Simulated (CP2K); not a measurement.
The O K edge of 2-nitrosopyrrole was computed by TDDFT (CP2K XAS_TDP, aug-cc-pVDZ, TDA) at these levels: PBE, PBEh(45%) and PBEh(45%) + GW2X. The first three lines of O1 (bonded to N) with a strength over 0.0015, energy in eV and strength:

```tsv
run	first	second	third
1	525.71 (0.044)	533.25 (0.002)	533.77 (0.006)
2	508.17 (0.025)	510.94 (0.002)	511.93 (0.002)
3	529.94 (0.044)	537.49 (0.002)	538.01 (0.006)
```

Which run is which?

Run 1: PBEh(45%) (45 % exact exchange). Run 2: PBE (0 % exact exchange). Run 3: PBEh(45%) + GW2X (45 % exact exchange). Self-interaction lifts the core level, so the uncorrected lines rise with the share of exact exchange. The GW2X run keeps the spacings of its parent: 7.55 eV between the first two lines in run 3, 7.54 eV in run 1. Its shift is +4.23 eV, since the Kohn–Sham level at this share of exchange lies that far above the quasiparticle level.

[Banner, clock and machine lines of the logs are left out without a mark of their own.]

[Logs are printed without paths, hosts, clocks, repeated set-up lines and the standing remarks that a program may print on its own settings, such as how far it seeks lower states.]

[Hosts, paths, dates, database ids (printed as entryN), source tags and the programs' standing remarks are cut or masked in the printed files.]
